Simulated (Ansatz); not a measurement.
# Cu(111) with 4 thermally displaced layers, 2x2: scattering by thermal displacements

Aim: the resistivity of Cu at 300 K from frozen thermal displacements between perfect leads. The measured value for the pure metal at this temperature is 1.725 µΩ cm (CRC Handbook of Chemistry and Physics, 84th ed., 2003, Electrical Resistivity of Pure Metals).

Main program and level: Ansatz 0.2.0; Ansatz plane-wave DFT, PBE, PAW files; ballistic transport by layer matching (Landauer), zero bias; PAW set soft_1.

### Step 1. Set-up

The cell holds 40 atoms: 40 Cu. Its edges and angles: a = 5.112 Å, b = 5.112 Å, c = 20.923 Å, α = 93.5°, β = 86.5°, γ = 120.0°. It derives from Cu. Regions: lead, 24 atoms (24 Cu); scattering region, 16 atoms (16 Cu). The structure is stacked along c, and the current runs across the ab planes.

### Step 2. With 4 displaced layers

Each atom of 4 layers is moved at random, by amounts drawn from a normal law 0.0778 Å wide in each direction from the Debye model (343 K) at 300 K. The layers about the cell's end stay perfect and serve as the lead. Disorder leaves little or no symmetry, which makes such runs dear. Energies from -0.05 to 0.05 eV in steps of 0.05 eV are too few for the program's thermal sum, so it prints no conductance; for a metal the transmission near the Fermi level serves, at a fraction of the cost.

Input file input.yaml:

```yaml
crystal:
  lattice:
    - [5.1123254594, 0.0, 0.0]
    - [-2.5561627297, 4.4274037203, 0.0]
    - [1.2780813649, -0.73790062, 20.8709812911]
  atoms:
    - { symbol: Cu, position: [0.9916666667, 0.0083333333, 0.05] }
    - { symbol: Cu, position: [0.9916666667, 0.5083333333, 0.05] }
    - { symbol: Cu, position: [0.4916666667, 0.0083333333, 0.05] }
    - { symbol: Cu, position: [0.4916666667, 0.5083333333, 0.05] }
    - { symbol: Cu, position: [0.1416666667, 0.3583333333, 0.15] }
    - { symbol: Cu, position: [0.1416666667, 0.8583333333, 0.15] }
    - { symbol: Cu, position: [0.6416666667, 0.3583333333, 0.15] }
    - { symbol: Cu, position: [0.6416666667, 0.8583333333, 0.15] }
    - { symbol: Cu, position: [0.2916666667, 0.2083333333, 0.25] }
    - { symbol: Cu, position: [0.2916666667, 0.7083333333, 0.25] }
    - { symbol: Cu, position: [0.7916666667, 0.2083333333, 0.25] }
    - { symbol: Cu, position: [0.7916666667, 0.7083333333, 0.25] }
    - { symbol: Cu, position: [0.9502908925, 0.0771712535, 0.352763507] }
    - { symbol: Cu, position: [0.9676474617, 0.5860212214, 0.3455075237] }
    - { symbol: Cu, position: [0.4205956801, 0.0350666527, 0.3495984635] }
    - { symbol: Cu, position: [0.4563603511, 0.5582557607, 0.3518478822] }
    - { symbol: Cu, position: [0.0644526675, 0.4103534897, 0.4466203032] }
    - { symbol: Cu, position: [0.1258760162, 0.924502008, 0.4535377224] }
    - { symbol: Cu, position: [0.5957609019, 0.4195079318, 0.452451608] }
    - { symbol: Cu, position: [0.582129861, 0.8995248412, 0.4495723027] }
    - { symbol: Cu, position: [0.2274114667, 0.2477167242, 0.5489440102] }
    - { symbol: Cu, position: [0.2383073038, 0.7708039258, 0.5440522322] }
    - { symbol: Cu, position: [0.7490402105, 0.2470050933, 0.5479655711] }
    - { symbol: Cu, position: [0.720002776, 0.7556456512, 0.5490770968] }
    - { symbol: Cu, position: [0.8898327629, 0.0990148847, 0.6503493796] }
    - { symbol: Cu, position: [0.9232987974, 0.6151618215, 0.6478621613] }
    - { symbol: Cu, position: [0.4046664102, 0.1064395588, 0.6522130554] }
    - { symbol: Cu, position: [0.3987525298, 0.6002647207, 0.6428068415] }
    - { symbol: Cu, position: [0.0416666667, 0.4583333333, 0.75] }
    - { symbol: Cu, position: [0.0416666667, 0.9583333333, 0.75] }
    - { symbol: Cu, position: [0.5416666667, 0.4583333333, 0.75] }
    - { symbol: Cu, position: [0.5416666667, 0.9583333333, 0.75] }
    - { symbol: Cu, position: [0.1916666667, 0.3083333333, 0.85] }
    - { symbol: Cu, position: [0.1916666667, 0.8083333333, 0.85] }
    - { symbol: Cu, position: [0.6916666667, 0.3083333333, 0.85] }
    - { symbol: Cu, position: [0.6916666667, 0.8083333333, 0.85] }
    - { symbol: Cu, position: [0.8416666667, 0.1583333333, 0.95] }
    - { symbol: Cu, position: [0.8416666667, 0.6583333333, 0.95] }
    - { symbol: Cu, position: [0.3416666667, 0.1583333333, 0.95] }
    - { symbol: Cu, position: [0.3416666667, 0.6583333333, 0.95] }
kpoints:
  mp_grid: { grid: [5, 5, 1] }
hamiltonian:
  xc: pbe
  pseudopotentials: { kind: paw, azcp: { folder: soft_1 } }
scf:
  occupations: { method: fermi_dirac, width: 0.1 }
output:
  transmission:
    leads: [[0, 4]]
    kmesh: [10, 10]
    e_range: [-0.05, 0.05]
    de: 0.05
  write_potential: true
  write_density: true
  volumetric_format: npy
  elf: true
```

Command:

```console
$ ansatz run input.yaml --threads 4 --pin off --max-ram 15360MiB --backend cpu --events-out ev --progress --plain --runs-dir out
```

Numbers of over 12 decimals in the logs are rounded to 6 here.

Log:

```text
Engine: ansatz 0.2.0, aarch64-unknown-linux-gnu
Pseudopotentials: kind: paw
Pseudopotential: Cu, paw, valence charge 19, recommended cutoff 420 eV (normal), soft_1/Cu.paw.azcp
Functional definition: PBE
  parameter kappa = 0.804
  parameter beta = 0.066725
  exchange = pbe_x(kappa = kappa, mu = beta*pi^2/3)
  correlation = pbe_c(beta = beta)
Crystal: 40 atoms, lattice volume = 472.401 Å³
Basis set: ecut = 420 eV, 9295 PW (Γ)
Bands: 456, of which v1, the nominal top of the filled ones, is band 380 counted from 1 (379 counted from 0)
Symmetry: 1 space group operations
Space group: P1 (ITA 1), of the structure as read, at distance tolerance 7.8e-5 Å
k-points: 13 of 25 (time reversal used)
Non-local potential: Cu, projectors of the file, l = 0: 3, l = 1: 2, l = 2: 3, l = 3: 1
PAW form: soft (Blöchl's): semilocal exchange-correlation on the pseudo side does not see the compensation charge
PAW one-centre angular grid: Cu, 590 points (default); XC on 64 Gauss nodes
Initial density: superposition of atomic densities (chi_scale 0.1, normalization cell)
Initial wavefunctions: pseudopotential atomic-orbital guess
Functional: x = pbe(κ = 0.804, μ = 0.219515), c = pbe(β = 0.066725)
SCF iter   1: F=—  HF=-265043.130711 eV  |F-HF|=—  |Δ(HF+E_count)|=         —  Δρ=2.67e-1  dr2=2.02e2  ethr=3.10e-3  ⟨swp⟩=4.8  Hψ=18453  notcnv=0  defer=12
preconditioner: auto → Kerker (q_TF=auto, 2.953 Å⁻¹)  [metal: Δε(μ)=0.011 eV  Ē_g=9.120 eV  σ=0.100 eV  W_gap=0.03  n_scr=218 (ndim 8)  ℏωp=35.8 eV  f_vac=0.000  D(μ)=23.12/eV (n_scr^D=228)]
SCF iter   2: F=—  HF=-265012.902557 eV  |F-HF|=—  |Δ(HF+E_count)|=    3.02e1  Δρ=7.35e-2  dr2=1.99e1  ethr=3.10e-3  ⟨swp⟩=2.0  Hψ=11441  notcnv=0  defer=692
SCF iter   3: F=—  HF=-265007.566150 eV  |F-HF|=—  |Δ(HF+E_count)|=    5.34e0  Δρ=4.45e-2  dr2=7.48e0  ethr=2.62e-3  ⟨swp⟩=2.0  Hψ=7041  notcnv=0  defer=701
SCF iter   4: F=—  HF=-265006.206440 eV  |F-HF|=—  |Δ(HF+E_count)|=    1.36e0  Δρ=8.74e-3  dr2=2.24e-1  ethr=9.84e-4  ⟨swp⟩=2.0  Hψ=8205  notcnv=0  defer=701
SCF iter   5: F=—  HF=-265006.546554 eV  |F-HF|=—  |Δ(HF+E_count)|=   3.40e-1  Δρ=3.10e-3  dr2=3.93e-2  ethr=2.95e-5  ⟨swp⟩=2.0  Hψ=9956  notcnv=0  defer=713
SCF iter   6: F=—  HF=-265006.551874 eV  |F-HF|=—  |Δ(HF+E_count)|=   5.32e-3  Δρ=1.16e-3  dr2=6.31e-3  ethr=5.17e-6  ⟨swp⟩=2.2  Hψ=10127  notcnv=0  defer=713
SCF iter   7: F=—  HF=-265006.553223 eV  |F-HF|=—  |Δ(HF+E_count)|=   1.35e-3  Δρ=2.49e-4  dr2=2.48e-4  ethr=8.30e-7  ⟨swp⟩=2.0  Hψ=10024  notcnv=0  defer=713
SCF iter   8: F=—  HF=-265006.553254 eV  |F-HF|=—  |Δ(HF+E_count)|=   3.07e-5  Δρ=8.82e-5  dr2=2.94e-5  ethr=3.26e-8  ⟨swp⟩=1.1  Hψ=5214  notcnv=0  defer=713
SCF iter   9: F=—  HF=-265006.553227 eV  |F-HF|=—  |Δ(HF+E_count)|=   2.72e-5  Δρ=6.57e-5  dr2=3.01e-5  ethr=3.87e-9  ⟨swp⟩=2.0  Hψ=10018  notcnv=0  defer=713
SCF iter  10: F=—  HF=-265006.553224 eV  |F-HF|=—  |Δ(HF+E_count)|=   2.30e-6  Δρ=1.97e-5  dr2=5.39e-6  ethr=3.87e-9  ⟨swp⟩=2.0  Hψ=7434  notcnv=0  defer=713
SCF iter  11: F=—  HF=-265006.553224 eV  |F-HF|=—  |Δ(HF+E_count)|=   2.03e-8  Δρ=4.69e-6  dr2=6.84e-7  ethr=7.10e-10  ⟨swp⟩=1.0  Hψ=5212  notcnv=0  defer=713
SCF iter  12: F=-265006.553224 eV  HF=-265006.553224 eV  |F-HF|=4.50e-8  |Δ(HF+E_count)|=   1.59e-8  Δρ=2.03e-6  dr2=4.16e-8  ethr=1.32e-11  ⟨swp⟩=7.0  Hψ=20458  notcnv=0
SCF 1 converged in 12 iterations: F = -265006.553224 eV  dr2 = 4.16e-8
  greatest PAW one-centre occupation: 1.000 electrons in one spin orbital (limit 2), on the Cu atom at site 25 (counted from 0), in its partial waves of l = 0
transmission: 165 of 1612 steps passed
transmission: 324 of 1612 steps passed
[...]
transmission: 1612 of 1612 steps passed
SCF converged after 12 iterations
Free energy (F): -265006.553224 eV
Harris-Foulkes:  -265006.553224 eV  (|F-HF|=4.50e-8)
Internal energy: -265006.049124 eV  (E = F + TS)
E sigma→0 (E₀):  -265006.301174 eV
Entropy (-TS):   -0.504100 eV (-12.603 meV/atom)
Fermi energy:    16.340480 eV
--- Per-component energies (eV) ---
  E_band       = -14695.772341
  E_kinetic    = 10474.305123
  E_local      = -180479.378599  (includes V_loc(G=0)·N_el)
  E_nonlocal   = 35590.621330
  E_hartree    = 76466.057900
  E_xc         = -2761.726146
  E_vxc        = -3566.220997  (∫ρ·V_xc dr)
  E_paw        = -72595.161459  (= ΣΔE_a)
  E_vpaw       = -29647.301869  (= ΣTr[D̂ρ^β])
  E_aug_tail   = 0.040325  (compensation charges beyond the density's cutoff)
  E_ewald      = -131700.807600
  E_smearing   = -0.504100  (= −TS)
  E_closure    = 0.000000  (closes the sum)
  Σ components = -265006.553224   (vs F -265006.553224, Δ=0.00e0)
--- Band table (eV; the first three rows and the last of 13) ---
  k-point 0: bands = [... 376 lower, 16.2519, 16.6473, 16.6796, 16.6938, 16.7282, 17.0063, 17.0691, 17.2363, ... 72 higher]
  k-point 1: bands = [... 376 lower, 15.9657, 16.0778, 16.1025, 16.2624, 16.3964, 16.4411, 16.4753, 16.5573, ... 72 higher]
  k-point 2: bands = [... 376 lower, 16.1365, 16.1677, 16.1773, 16.2225, 16.2916, 16.3960, 16.5238, 16.6610, ... 72 higher]
  k-point 12: bands = [... 376 lower, 15.3371, 15.9928, 16.0749, 16.2880, 16.3540, 16.6169, 16.8466, 17.6062, ... 72 higher]
--- Transmission ---
  basis      : 199 plane waves across, 31 finite elements along
  points     : 52, standing for a mesh of 10 x 10
  energies   : 3 from -0.050000 to 0.050000 eV about the Fermi level, 0.050000 eV apart; the leads are filled to 0.000000 eV, and channels, transmission and decay are at 0.000000 eV
  crystal 0  : Cu4, at the sites [0, 4], period 2.0871 Å, over 12.52 Å; its Hamiltonian steps by up to 2.9 meV
    offset         : up to 0.0000 Å between an atom of the period and one for which it stands
    channels       : 3.210000e0 a spin
    conductance    : none, the energies end too early or step too widely for 300 K: set another output.transmission.e_range or a lower de, or, where they end at an eighth of basis.ecutwfc, a higher one
  junction   : crystal 0 to crystal 0, 0.70 to 19.48 Å
    transmission   : 3.135602e0 a spin
    conductance    : none, the energies end too early or step too widely for 300 K: set another output.transmission.e_range or a lower de, or, where they end at an eighth of basis.ecutwfc, a higher one
```

Wall time 6.5 min (4 threads of Arm Neoverse V2, shared host); peak memory 4.9 GiB; 23 min of CPU time.

Numbers from this step:

- free energy: -265006.5532 eV
- energy at zero smearing: -265006.3012 eV
- Fermi energy: 16.34 eV
- cell area: 22.63 Å²
- transmission per spin nearest the Fermi level: 3.136
- open channels per spin nearest the Fermi level: 3.21
- step of the lead's potential: 2.9 meV

Per spin. The transmission, zone mean by energy, zero at the Fermi level:

```csv
energy (eV),"transmission, zone mean"
-0.0500,3.13
0.0000,3.14
0.0500,3.14
```

Per spin. The open channels, zone mean, lead stays at 3.21 for energy from -0.05 to 0.05 eV.

Transmission over k1 and k2. At 0.0000 eV from the Fermi level.

Ten even steps from '0' (2.78) to '9' (3.90):
```
1811191111
1181191111
1118181111
1111000111
9887010788
1111000111
1111181811
1111191181
1111191118
8111191111
```
Columns: k1 (b1) from -0.5 to 0.4; rows upwards: k2 (b2) from -0.5 to 0.4.

Open channels over k1 and k2. At 0.0000 eV from the Fermi level.

Ten even steps from '0' (3.00) to '9' (4.00):
```
0900090000
0090090000
0009090000
0000000000
9999000999
0000000000
0000090900
0000090090
0000090009
9000090000
```
Columns: k1 (b1) from -0.5 to 0.4; rows upwards: k2 (b2) from -0.5 to 0.4.

Electrostatic potential energy in the ca plane at fractional y = 0.615, with atoms of Cu within 0.2 Å of it. With pseudopotentials it is smooth inside the atoms' cores, unlike the true potential.

Ten even steps from '0' (-43 eV) to '9' (19 eV), each cell a mean:
```
99999999999610049999999999997200179999999999
99999986689852379999999999998300279999999999
99999951158987899999999988999743599999999999
99999840048999999998899865799988999988999999
99999963358988899997899743589999999855799888
99999998789853369999999854689888999855799878
99999999999830038999999988898423799977899988
99999999999830038999999999996100389999999999
99999986689974369999999999997100389999999999
99999951158998899999999988998522699999999999
99999840048999999998999866899877899988999999
99999963358987899988899755799999999855799888
99999998789742379998999866899877899855799878
99999999999600049999999998998511489977899988
```
Columns run along c (16.0 Å, from fractional 0.12 to 0.88 of the cell; values clipped at the 3rd and 97th percentile), rows up along a (5.1 Å). Atoms in or near the plane, at fractional coordinates: Cu at (0.35, 0.97), Cu at (0.65, 0.92), Cu at (0.64, 0.40).

Valence density in the ca plane at fractional y = 0.615, with atoms of Cu within 0.2 Å of it. It is the smooth field of the valence electrons, not physical close to the nuclei.

Values in e/Å³, 8 rows by 16 columns, each cell a mean:
```
 0  0  0  0 10  8  0  0  0  0  3 30  0  0  0  0
 0  0  4  2  0  0  0  0  0  0  1  3  0  0  0  0
 0  0  2  2  0  0  0  0  1  2  0  0  0  1  0  0
 0  0  0  0  5  8  0  0  0  1  1  2  0  1  0  0
 0  0  0  0  4  7  0  0  0  0  6 25  0  0  0  0
 0  0  4  2  0  0  0  0  0  0  1  5  0  0  0  0
 0  0  2  2  1  0  0  0  1  1  0  0  0  1  0  0
 0  0  0  0 11  8  0  0  0  0  1  4  0  1  0  0
```
Columns run along c (16.0 Å, from fractional 0.12 to 0.88 of the cell), rows up along a (5.1 Å). Atoms in or near the plane, at fractional coordinates: Cu at (0.35, 0.97), Cu at (0.65, 0.92), Cu at (0.64, 0.40).

ELF in the ca plane at fractional y = 0.615, with atoms of Cu within 0.2 Å of it. It is the smooth field of the valence electrons, not physical close to the nuclei.

Ten even steps from '0' (0.15) to '9' (0.63), each cell a mean:
```
21111100121017300222222111220089101211111111
21112100001000000221112111220046001222111222
11112000000100001100011000010000001111111122
11112001100221111000001000001100011000011101
21112000000100001100001000001111110000011000
21111100001000001210011000001000010000011000
11001211122004400221112000010000001000011000
21111110111003300221111111220185001111111111
21112100001000000221111112220186001222222222
11112000000110001111111000110000001111111122
11112001100221111100011000011000011000011101
21112000000100011000011000002111120000011000
21111100001000001100011000011000011000011000
11001111121028300221122000010001001000011000
```
Columns run along c (16.0 Å, from fractional 0.12 to 0.88 of the cell), rows up along a (5.1 Å). Atoms in or near the plane, at fractional coordinates: Cu at (0.35, 0.97), Cu at (0.65, 0.92), Cu at (0.64, 0.40).

Over the solved energies the transmission per spin lies between 3.13 and 3.14, out of 3.21 channels of the lead on average (up to 3.21).

(Part 1 of 2 ends here.)

[Logs are printed without paths, hosts, clocks, repeated set-up lines and the standing remarks that a program may print on its own settings, such as how far it seeks lower states.]

[Hosts, paths, dates, database ids (printed as entryN), source tags and the programs' standing remarks are cut or masked in the printed files.]
